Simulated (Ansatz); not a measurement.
## What V2NO2 monolayer distorts into

Which phase does V2NO2 monolayer fall into along its unstable mode, and how much energy does it gain?

Method: DFT PBEsol, scalar-relativistic, plane waves, PAW; PAW set soft_1, in Ansatz 0.2.0.

## Step 1: Starting point

The cell holds 5 atoms: 1 N, 2 V and 2 O. Its edges and angles: a = 2.871 Å, b = 2.871 Å, c = 32.600 Å, α = 90.0°, β = 90.0°, γ = 120.0°. Vacuum lies along c.

## Step 2: Phonons on a q mesh

The cell comes from relaxations at this level that are not shown. Stability and thermal properties need the whole zone. Linear response on a 4×4×1 q mesh gives force constants as far as a supercell of that size would.

input.yaml

```yaml
crystal:
  lattice:
    - [2.8714334083, 0.0, 0.0]
    - [-1.4357167041, 2.4867342769, 0.0]
    - [0.0, 0.0, 32.6]
  atoms:
    - { symbol: "N", position: [0.0, 0.0, 0.3067484663] }
    - { symbol: V, position: [0.3333333333, 0.6666666667, 0.3417799602] }
    - { symbol: V, position: [0.6666666667, 0.3333333333, 0.2717169724] }
    - { symbol: O, position: [0.6666666667, 0.3333333333, 0.3723333869] }
    - { symbol: O, position: [0.3333333333, 0.6666666667, 0.2411635456] }
  periodic: [true, true, false]
kpoints:
  mp_grid: { grid: [20, 20, 1] }
hamiltonian:
  xc: pbesol
  pseudopotentials: { kind: paw, azcp: { folder: soft_1 }, xc_functional: pbe }
scf:
  occupations: { method: methfessel_paxton, width: 0.2 }
output:
  eigenvalues: true
phonons:
  method: dfpt
  qmesh: [4, 4, 1]
  temperatures: { t_max: 1000, t_step: 50 }
  qpath:
    path:
      - [0.0, 0.0, 0.0]
      - [0.5, 0.0, 0.0]
      - [0.33333333, 0.33333333, 0.0]
      - [0.0, 0.0, 0.0]
    npoints: 10
```

Run with:

```
$ ansatz run input.yaml --threads 8 --pin off --max-ram 16384MiB --backend cpu --events-out ev --progress --plain --runs-dir out
```

Numbers of over 12 decimals in the logs are rounded to 6 here.

Output:

```text
Warning: crystal.symmetry: narrowed to the stabiliser of the run's FFT grids — unitary ops 12 → 6. A phonons.method: dfpt run fills in the rows of the dynamical matrix that it does not solve by its symmetry operations, which is exact only for operations that map its FFT grids onto themselves: filled in by any other, the frequencies could depend on the order in which like atoms are typed, or, by more than the grids' own error, on where the crystal sits among the grids' points. Excluded: 6 operations. The run can therefore solve more perturbations, solve them on more k-points, or both, and cost more. [rest of the remark cut]
Engine: ansatz 0.2.0, aarch64-unknown-linux-gnu
Pseudopotentials: kind: paw
Pseudopotential: N, paw, valence charge 5, recommended cutoff 420 eV (normal), soft_1/N.paw.azcp
Pseudopotential: V, paw, valence charge 13, recommended cutoff 420 eV (normal), soft_1/V.paw.azcp
Pseudopotential: O, paw, valence charge 6, recommended cutoff 420 eV (normal), soft_1/O.paw.azcp
Functional definition: PBEsol
  exchange = pbesol_x
  correlation = pbesol_c
Crystal: 5 atoms, lattice volume = 232.780 Å³
Basis set: ecut = 420 eV, 4573 PW (Γ), exchange–correlation on 40×40×450 points (8 copies of the dense FFT grid, shifted against one another)
Bands: 27, of which v1, the nominal top of the filled ones, is band 22 counted from 1 (21 counted from 0)
Symmetry: 12 space group operations
k-points: 44 of 400 (irreducible under 6 space group operations, time reversal used)
Non-local potential: N, projectors of the file, l = 0: 2, l = 1: 2, l = 2: 1
Non-local potential: V, projectors of the file, l = 0: 3, l = 1: 2, l = 2: 3, l = 3: 1
Non-local potential: O, projectors of the file, l = 0: 2, l = 1: 2, l = 2: 1
PAW form: soft (Blöchl's): semilocal exchange-correlation on the pseudo side does not see the compensation charge
PAW frozen core: N, regenerated for the run's functional, and the local potential with it (the file was generated under x = pbe(κ = 0.804, μ = 0.219515), c = pbe(β = 0.066725))
PAW frozen core: V, regenerated for the run's functional, and the local potential with it (the file was generated under x = pbe(κ = 0.804, μ = 0.219515), c = pbe(β = 0.066725))
PAW frozen core: O, regenerated for the run's functional, and the local potential with it (the file was generated under x = pbe(κ = 0.804, μ = 0.219515), c = pbe(β = 0.066725))
PAW one-centre angular grid: N, 110 points (default); XC on 64 Gauss nodes
PAW one-centre angular grid: V, 590 points (default); XC on 64 Gauss nodes
PAW one-centre angular grid: O, 110 points (default); XC on 64 Gauss nodes
Initial density: superposition of atomic densities (neutral atoms: chi_scale 0, normalization atom)
Initial wavefunctions: pseudopotential atomic-orbital guess
Functional: x = pbesol(κ = 0.804, μ = 0.123457), c = pbesol(β = 0.046)
SCF iter   1: F=—  HF=-7280.112599 eV  |F-HF|=—  |Δ(HF+E_count)|=         —  Δρ=9.83e-2  dr2=2.41e1  ethr=3.10e-3  ⟨swp⟩=12.0  Hψ=8684  notcnv=0
preconditioner: auto → LDOS  [metal: Δε(μ)=0.022 eV  Ē_g=10.952 eV  σ=0.200 eV  W_gap=0.09  n_scr=20 (ndim 8)  ℏωp=12.6 eV  f_vac=0.769  D(μ)=1.78/eV (n_scr^D=12)  β→1.0]
SCF iter   2: F=—  HF=-7280.020015 eV  |F-HF|=—  |Δ(HF+E_count)|=   9.26e-2  S|Δr|=    0.00e0  Δρ=1.52e-1  dr2=5.54e1  ethr=3.10e-3  ⟨swp⟩=5.1  Hψ=4325  notcnv=0  defer=7  recentre
SCF iter   3: F=—  HF=-7275.317820 eV  |F-HF|=—  |Δ(HF+E_count)|=    4.70e0  S|Δr|=    0.00e0  Δρ=3.33e-2  dr2=2.96e0  ethr=3.10e-3  ⟨swp⟩=5.0  Hψ=4270  notcnv=0
SCF iter   4: F=—  HF=-7274.765620 eV  |F-HF|=—  |Δ(HF+E_count)|=   5.52e-1  S|Δr|=    0.00e0  Δρ=4.69e-3  dr2=4.49e-2  ethr=3.10e-3  ⟨swp⟩=3.7  Hψ=2945  notcnv=0
SCF iter   5: F=—  HF=-7274.755939 eV  |F-HF|=—  |Δ(HF+E_count)|=   9.68e-3  S|Δr|=    0.00e0  Δρ=1.01e-3  dr2=2.31e-3  ethr=1.04e-4  ⟨swp⟩=3.8  Hψ=3034  notcnv=0
SCF iter   6: F=—  HF=-7274.756019 eV  |F-HF|=—  |Δ(HF+E_count)|=   8.03e-5  S|Δr|=    0.00e0  Δρ=1.74e-4  dr2=3.67e-5  ethr=5.38e-6  ⟨swp⟩=3.5  Hψ=2683  notcnv=0
SCF iter   7: F=—  HF=-7274.756059 eV  |F-HF|=—  |Δ(HF+E_count)|=   3.97e-5  S|Δr|=    0.00e0  Δρ=6.51e-5  dr2=1.32e-5  ethr=8.52e-8  ⟨swp⟩=3.6  Hψ=3099  notcnv=0
SCF iter   8: F=—  HF=-7274.756058 eV  |F-HF|=—  |Δ(HF+E_count)|=   1.32e-6  S|Δr|=    0.00e0  Δρ=2.91e-5  dr2=2.52e-6  ethr=3.08e-8  ⟨swp⟩=2.2  Hψ=1521  notcnv=0
SCF iter   9: F=—  HF=-7274.756050 eV  |F-HF|=—  |Δ(HF+E_count)|=   7.74e-6  S|Δr|=    0.00e0  Δρ=8.87e-6  dr2=2.39e-7  ethr=5.86e-9  ⟨swp⟩=2.9  Hψ=2039  notcnv=0
SCF iter  10: F=—  HF=-7274.756050 eV  |F-HF|=—  |Δ(HF+E_count)|=   1.52e-7  S|Δr|=    0.00e0  Δρ=1.24e-6  dr2=1.94e-9  ethr=5.57e-10  ⟨swp⟩=3.2  Hψ=2652  notcnv=0
SCF iter  11: F=—  HF=-7274.756050 eV  |F-HF|=—  |Δ(HF+E_count)|=   1.58e-8  S|Δr|=    0.00e0  Δρ=4.52e-7  dr2=3.97e-10  ethr=4.51e-12  ⟨swp⟩=4.2  Hψ=3380  notcnv=0
SCF iter  12: F=—  HF=-7274.756050 eV  |F-HF|=—  |Δ(HF+E_count)|=  8.19e-10  S|Δr|=    0.00e0  Δρ=9.36e-8  dr2=2.14e-11  ethr=1.00e-12  ⟨swp⟩=3.4  Hψ=2370  notcnv=0
SCF iter  13: F=-7274.756050 eV  HF=-7274.756050 eV  |F-HF|=2.61e-10  |Δ(HF+E_count)|=  1.29e-10  S|Δr|=    0.00e0  Δρ=2.42e-8  dr2=8.83e-13  ethr=1.00e-12  ⟨swp⟩=14.8  Hψ=9965  notcnv=0
SCF 1 converged in 13 iterations: F = -7274.756050 eV  dr2 = 8.83e-13
  greatest PAW one-centre occupation: 1.000 electrons in one spin orbital (limit 2), on the V atom at site 2 (counted from 0), in its partial waves of l = 0
phonons: the bands overlap, so this run is a metal and interpolates without the dipole-dipole term. If the crystal is really an insulator or semiconductor, its LO-TO splitting is missing
NSCF: frozen V_eff on 44 k-points
WARN: eigensolver did not converge (k=1): 1 band(s) unlocked after 2 eigensolves, warm-restarted (20 sweeps on the last) at ethr=1.29e-12 eV (storage-precision floor; scheduled 1.00e-12 eV) (lowest unlocked band 26, counted from 0; max residual 4.97e-4 eV among the unlocked bands, 4.97e-4 eV over every band; other slots of this pass that fall short are told together in one closing line; warning suppressed until the next SCF loop or pass starts)
WARN: eigensolver did not converge in 4 slots of this pass, the one above among them; of largest residual over every band (k=3): 1 band(s) unlocked (lowest unlocked band 26, counted from 0; max residual 1.29e-3 eV among the unlocked bands, 1.29e-3 eV over every band); of lowest unlocked band (k=1): band 26
NSCF: frozen V_eff on 111 k-points
DFPT response loops at q = (0, 0, 0) (fractional): preconditioner auto → none (partly filled bands, converged f_vac=0.783); β = 0.50; Broyden in place of MSR1
NSCF: frozen V_eff on 420 k-points
DFPT response loops at q = (0, 0.25, 0) (fractional): mixed as the last ones told, above
NSCF: frozen V_eff on 222 k-points
DFPT response loops at q = (0, -0.5, 0) (fractional): mixed as the last ones told, above
NSCF: frozen V_eff on 800 k-points
DFPT response loops at q = (0.25, 0.25, 0) (fractional): mixed as the last ones told, above
SCF converged after 13 iterations
Stability not checked: this state was not tested for a lower state beside it, because cold or Methfessel-Paxton smearing, or corrected tetrahedra, fill the levels in a way that the test cannot read (fill_not_monotonic; see scf.lower_state_search)
Free energy (F): -7274.756050 eV
Harris-Foulkes:  -7274.756050 eV  (|F-HF|=2.61e-10)
Internal energy: -7274.754559 eV  (E = F + TS)
E sigma→0 (E₀):  -7274.755677 eV
Entropy (-TS):   -0.001491 eV (-0.298 meV/atom)
Fermi energy:    -6.314303 eV
--- Per-component energies (eV) ---
  E_band       = -1212.997679
  E_kinetic    = 1058.424177
  E_local      = -153251.267087  (includes V_loc(G=0)·N_el)
  E_nonlocal   = 301.388360
  E_hartree    = 75876.568923
  E_xc         = -430.397855
  E_vxc        = -548.838884  (∫ρ·V_xc dr)
  E_paw        = -2632.005918  (= ΣΔE_a)
  E_vpaw       = -525.846826  (= ΣTr[D̂ρ^β])
  E_aug_tail   = 0.004715  (compensation charges beyond the density's cutoff)
  E_ewald      = 71802.132092
  E_core_change = 0.398033  (= ΣΔE_core)
  E_smearing   = -0.001491  (= −TS)
  E_closure    = -0.000000  (closes the sum)
  Σ components = -7274.756050   (vs F -7274.756050, Δ=0.00e0)
--- Band table (eV; the first three rows and the last of 44) ---
  k-point 0: bands = [... 18 lower, -8.7923, -8.7923, -7.4746, -7.4746, -6.4011, -6.2177, -6.2177, -4.8799, ... 1 higher]
  k-point 1: bands = [... 18 lower, -9.0218, -8.9554, -7.3572, -7.3088, -6.4991, -6.2095, -6.0838, -4.8929, ... 1 higher]
  k-point 2: bands = [... 18 lower, -9.2884, -8.8722, -7.2563, -6.9857, -6.4986, -6.1597, -5.9005, -4.9265, ... 1 higher]
  k-point 43: bands = [... 18 lower, -10.4875, -10.2946, -6.5555, -6.2921, -6.2724, -5.2147, -5.1870, -5.0598, ... 1 higher]
--- Phonons (Γ-DFPT): 10 representative perturbations + reference (Σ response iterations 48) ---
  ASR residual: 3.198e-5 → 0.000e0 eV/Å²; symmetrization residual: 6.414e-6 eV/Å²
  The last average, over the group as it would stand without the narrowing to the FFT grids, took up to 1.506e-6 eV/Å² of the zone centre's force constants
  ASR residual per site (eV/Å²): 3.20e-5 3.13e-5 2.98e-5 1.24e-5 1.37e-5
  Γ frequencies (cm⁻¹): 0.00 0.00 0.00 129.43 129.43 267.87 348.39 348.39 394.73 394.73 551.97 586.07 603.83 603.83 656.40
--- Phonons (arbitrary-q DFPT): 4 irreducible q on the 4×4×1 mesh ---
  q = [0.0000, 0.0000, 0.0000] (star 1, of the zone-centre solve; hermiticity 6.01e-7, symmetrization 7.93e-11, taken by the last average 7.05e-8): -0.00 -0.00 0.00 129.43 129.43 267.87 348.39 348.39 394.73 394.73 551.97 586.07 603.83 603.83 656.40
  q = [0.0000, 0.2500, 0.0000] (star 6, 15 solved perturbations on 210 of 400 k-point pairs; hermiticity 3.52e-7, symmetrization 7.75e-9, taken by the last average 2.23e-7): 38.87 58.05 125.14 128.20 185.98 236.34 351.54 364.99 393.68 429.34 540.03 551.22 588.87 599.45 643.27
  q = [0.0000, -0.5000, 0.0000] (star 3, 15 solved perturbations on 111 of 400 k-point pairs; hermiticity 4.94e-5, symmetrization 4.15e-5, taken by the last average 1.73e-6): -203.36 -178.60 -108.42 -103.14 67.18 160.38 382.95 391.12 445.94 460.59 524.54 533.63 590.89 620.93 657.41
  q = [0.2500, 0.2500, 0.0000] (star 6, 10 solved perturbations in 3050 linear systems a pass and spin channel, the states on 400 of 400 k-point pairs; hermiticity 4.09e-7, symmetrization 6.09e-11, taken by the last average 6.23e-7): -204.80 -155.96 -87.17 114.32 152.64 203.28 366.01 421.35 444.45 451.25 512.50 535.84 599.80 619.76 626.36
  sum rule: each row above includes the acoustic sum rule's correction from the zone centre's row sums; it moved no ω² by more than (0.79 cm⁻¹)²
  mesh force constants: q→R imaginary residual 4.34e-18; ASR residual 3.198e-5 → 0.000e0 eV/Å²; symmetrization residual 7.105e-15 eV/Å²
  interpolated dispersion: 31 rows × 15 modes
  density of states and harmonic sums: on the 28×28×1 q-mesh, interpolated from the force constants of a 4×4×1 supercell (no non-analytic term)
  largest difference from the sums on the solved wave vectors: F 1.71e-2 eV, S 2.91e-5 and C_V 1.17e-5 eV/K
  zero-point energy: 0.312811 eV/cell   skipped modes (ω ≤ 0): 176, of them read as no rigid motion or as one in doubt: 173 (2.196e0 modes/cell left out, lowest -204.80 cm⁻¹)   left out of the sums: 1.47e-1 of the cell's modes: C_V's classical limit lies that fraction below 3 k_B per atom; for a crystal, a wire or a layer, F and S can be off by more, and a phonons.interpolated_qmesh denser along its periods is the remedy for the sampling
```

Run time: 16 min. Hardware: 8 threads of Arm Neoverse V2, shared host; peak memory 5.2 GiB.

This run has no spin polarisation, although V can carry a moment.

Numbers from this step:

| Item | Value |
| --- | --- |
| gap on the k-mesh | 0 eV |
| sum-rule residual before enforcement | 3.20e-5 eV/Å² |
| lowest frequency on the path | -203.4 cm⁻¹ |
| point group | -3m |
| highest frequency on the path or at a solved wavevector | 657.4 cm⁻¹ |
| area per atom | 1.428 Å² |
| highest optical mode at the zone centre (no LO-TO term) | 656.4 cm⁻¹ |
| lowest optical zone-centre mode | 129.4 cm⁻¹ |
| lowest mode on the q mesh (acoustic modes at Γ apart) | -204.8 cm⁻¹ |

Frequencies (cm⁻¹) solved at each irreducible wavevector; negative means imaginary. Frequencies by wavevector, by row:

| q in reciprocal lattice units | star | mode 1 | mode 2 | mode 3 | mode 4 | mode 13 | mode 14 | mode 15 |
| --- | --- | --- | --- | --- | --- | --- | --- | --- |
| 0 0 0 | 1 | 0 | 0 | 0 | 129.4 | 603.8 | 603.8 | 656.4 |
| 0 0.25 0 | 6 | 38.9 | 58 | 125.1 | 128.2 | 588.9 | 599.5 | 643.3 |
| 0 -0.5 0 | 3 | -203.4 | -178.6 | -108.4 | -103.1 | 590.9 | 620.9 | 657.4 |
| 0.25 0.25 0 | 6 | -204.8 | -156 | -87.2 | 114.3 | 599.8 | 619.8 | 626.4 |

Interpolated from a 4×4×1 q mesh. Phonon branches along the path, in cm⁻¹:

| point | branch 1 | branch 2 | branch 3 | branch 4 | branch 12 | branch 13 | branch 14 | branch 15 |
| --- | --- | --- | --- | --- | --- | --- | --- | --- |
| Γ | 0 | 0 | 0 | 129 | 586 | 604 | 604 | 656 |
| halfway | 39 | 58 | 125 | 128 | 551 | 589 | 599 | 643 |
| M | -203 | -179 | -108 | -103 | 534 | 591 | 621 | 657 |
| halfway | -166 | -159 | -103 | -99 | 526 | 598 | 615 | 644 |
| K | -134 | -100 | -100 | 75 | 516 | 613 | 615 | 615 |
| halfway | -94 | 42 | 115 | 128 | 553 | 595 | 599 | 638 |
| Γ | 0 | 0 | 0 | 129 | 586 | 604 | 604 | 656 |

Symmetry leaves 4 wavevectors to solve. The lowest mode among them, the acoustic zeros apart, lies at q = (0.25, 0.25, 0) and is imaginary, 204.8i cm⁻¹, so the energy falls along it.

## Step 3: The mode frozen in, largest atomic shift 0 Å

The mode followed lies at q = (0, -0.5, 0) with frequency 178.6i cm⁻¹, one of the unstable modes though not the softest. At small amplitude the distorted cell has space group no. 14 by a symmetry search on the positions. The undistorted cell that holds it gives the zero of energy on the same k mesh.

System of this step: V2NO2 monolayer. The cell holds 10 atoms: 2 N, 4 V and 4 O. Cell: a = 2.871 Å, b = 4.973 Å, c = 32.600 Å, α = 90.0°, β = 90.0°, γ = 90.0°. It derives from V2NO2. Vacuum lies along c.

input.yaml

```yaml
crystal:
  lattice:
    - [2.8714334083, 0.0, 0.0]
    - [0.0, 4.9734685537, 0.0]
    - [0.0, 0.0, 32.6]
  atoms:
    - { symbol: "N", position: [0.5, 0.5, 0.3067484663] }
    - { symbol: "N", position: [0.0, 0.0, 0.3067484663] }
    - { symbol: V, position: [0.0, 0.3333333333, 0.3417799602] }
    - { symbol: V, position: [0.5, 0.8333333333, 0.3417799602] }
    - { symbol: V, position: [0.5, 0.1666666667, 0.2717169724] }
    - { symbol: V, position: [0.0, 0.6666666667, 0.2717169724] }
    - { symbol: O, position: [0.5, 0.1666666667, 0.3723333869] }
    - { symbol: O, position: [0.0, 0.6666666667, 0.3723333869] }
    - { symbol: O, position: [0.0, 0.3333333333, 0.2411635456] }
    - { symbol: O, position: [0.5, 0.8333333333, 0.2411635456] }
  periodic: [true, true, false]
kpoints:
  mp_grid: { grid: [12, 8, 1] }
hamiltonian:
  xc: pbesol
  pseudopotentials: { kind: paw, azcp: { folder: soft_1 }, xc_functional: pbe }
scf:
  occupations: { method: methfessel_paxton, width: 0.2 }
output:
  forces: true
  stress: true
  eigenvalues: true
```

Output:

```text
[...]
Crystal: 10 atoms, lattice volume = 465.560 Å³
Basis set: ecut = 420 eV, 9161 PW (Γ), exchange–correlation on 40×72×450 points (8 copies of the dense FFT grid, shifted against one another)
Bands: 53, of which v1, the nominal top of the filled ones, is band 43 counted from 1 (42 counted from 0)
Symmetry: 8 space group operations
[...]
k-points: 35 of 96
[...]
k-point 0: bands = [... 39 lower, -8.7921, -7.7187, -7.4742, -7.4738, -6.4006, -6.2172, -6.2169, -6.1409, ... 6 higher]
  k-point 1: bands = [... 39 lower, -8.9940, -7.7093, -7.3163, -7.2320, -6.5182, -6.2026, -6.0917, -6.0364, ... 6 higher]
  k-point 2: bands = [... 39 lower, -8.8270, -7.6622, -7.2689, -6.8365, -6.4175, -6.0974, -6.0437, -5.9687, ... 6 higher]
  k-point 34: bands = [... 39 lower, -9.7274, -7.7187, -7.7187, -6.1411, -6.1411, -5.7836, -5.7836, -5.4096, ... 6 higher]
[key lines of the parts left out:]
SCF converged after 10 iterations
Free energy (F): -14549.511462 eV
Fermi energy:    -6.314290 eV
P = ½ c Tr σ = 0.0103 N/m
```

Elapsed: 10 s, on 8 threads; peak memory 1.9 GiB; 78 s of CPU time.

Numbers from this step:

* energy from the undistorted cell: 0 meV/atom

## Step 4: The mode frozen in, largest atomic shift 0.14 Å

The atoms are moved along the unstable eigenvector, the largest shift by 0.14 Å, with the cell fixed.

input.yaml

```yaml
crystal:
  lattice:
    - [2.8714334083, 0.0, 0.0]
    - [0.0, 4.9734685537, 0.0]
    - [0.0, 0.0, 32.6]
  atoms:
    - { symbol: "N", position: [0.5, 0.5, 0.3067484663] }
    - { symbol: "N", position: [0.0, 0.0, 0.3067484663] }
    - { symbol: V, position: [-0.0487561368, 0.3333333333, 0.3417799602] }
    - { symbol: V, position: [0.5487561368, 0.8333333333, 0.3417799602] }
    - { symbol: V, position: [0.4512438632, 0.1666666667, 0.2717169724] }
    - { symbol: V, position: [0.0487561368, 0.6666666667, 0.2717169724] }
    - { symbol: O, position: [0.4698458767, 0.1666666667, 0.3723333869] }
    - { symbol: O, position: [0.0301541233, 0.6666666667, 0.3723333869] }
    - { symbol: O, position: [-0.0301541233, 0.3333333333, 0.2411635456] }
    - { symbol: O, position: [0.5301541233, 0.8333333333, 0.2411635456] }
  periodic: [true, true, false]
kpoints:
  mp_grid: { grid: [12, 8, 1] }
hamiltonian:
  xc: pbesol
  pseudopotentials: { kind: paw, azcp: { folder: soft_1 }, xc_functional: pbe }
scf:
  occupations: { method: methfessel_paxton, width: 0.2 }
output:
  forces: true
  stress: true
  eigenvalues: true
  write_density: true
  write_potential: true
  elf: true
  volumetric_format: npy
```

Output:

```text
[...]
Crystal: 10 atoms, lattice volume = 465.560 Å³
Basis set: ecut = 420 eV, 9161 PW (Γ), exchange–correlation on 40×72×450 points (8 copies of the dense FFT grid, shifted against one another)
Bands: 53, of which v1, the nominal top of the filled ones, is band 43 counted from 1 (42 counted from 0)
Symmetry: 4 space group operations
[...]
k-points: 35 of 96
[...]
k-point 0: bands = [... 39 lower, -8.8778, -7.7201, -7.4446, -7.3728, -6.5593, -6.2464, -6.1240, -5.8840, ... 6 higher]
  k-point 1: bands = [... 39 lower, -9.0995, -7.6583, -7.3112, -7.2516, -6.6119, -6.2571, -6.0556, -5.8171, ... 6 higher]
  k-point 2: bands = [... 39 lower, -8.9633, -7.5834, -7.2383, -6.9670, -6.6006, -6.2280, -5.9382, -5.7028, ... 6 higher]
  k-point 34: bands = [... 39 lower, -9.7129, -7.7203, -7.7203, -6.1246, -6.1246, -5.6056, -5.6056, -5.3965, ... 6 higher]
[key lines of the parts left out:]
SCF converged after 11 iterations
Free energy (F): -14549.588902 eV
Fermi energy:    -6.298968 eV
P = ½ c Tr σ = 0.5241 N/m
```

It took 14 s on 8 threads; peak memory 1.9 GiB; 1.8 min of CPU time.

This step gave:

```yaml
energy_from_the_undistorted_cell: -8.332 meV/atom
```

The energy, extrapolated to zero smearing, is -8.33 meV/atom against the undistorted cell.

## Step 5: Energy along the mode, all amplitudes (two of the runs are shown above)

An imaginary frequency means negative curvature, so the energy should fall and then rise again as anharmonic terms take over.

This step gave:

```
depth at the lowest point sampled  : 8.332 meV/atom
largest atomic shift at that point : 0.14 Å
```

Table of energy from the parent by largest atomic shift:

| largest atomic shift (Å) | energy from the parent (meV/atom) |
| --- | --- |
| 0.0000 | 0 |
| 0.0400 | -2.05 |
| 0.0800 | -6.44 |
| 0.1400 | -8.33 |
| 0.2200 | 14.6 |

Displacement at unit largest shift by atom:

| atom | x (Å) | y (Å) | z (Å) | size |
| --- | --- | --- | --- | --- |
| N1 | 0.00 | 0.00 | 0.00 | 0.00 |
| N2 | 0.00 | 0.00 | 0.00 | 0.00 |
| V3 | -1.00 | 0.00 | 0.00 | 1.00 |
| V4 | 1.00 | 0.00 | 0.00 | 1.00 |
| V5 | -1.00 | 0.00 | 0.00 | 1.00 |
| V6 | 1.00 | 0.00 | 0.00 | 1.00 |
| O7 | -0.62 | 0.00 | 0.00 | 0.62 |
| O8 | 0.62 | 0.00 | 0.00 | 0.62 |
| O9 | -0.62 | 0.00 | 0.00 | 0.62 |
| O10 | 0.62 | 0.00 | 0.00 | 0.62 |

The lowest of the steps tried is at 0.14 Å, 8.33 meV/atom below the parent; the bottom of the well need not coincide with a step.

[end of part 1 of 2]

[Logs are printed without paths, hosts, clocks, repeated set-up lines and the standing remarks that a program may print on its own settings, such as how far it seeks lower states.]

[Hosts, paths, dates, database ids (printed as entryN), source tags and the programs' standing remarks are cut or masked in the printed files.]
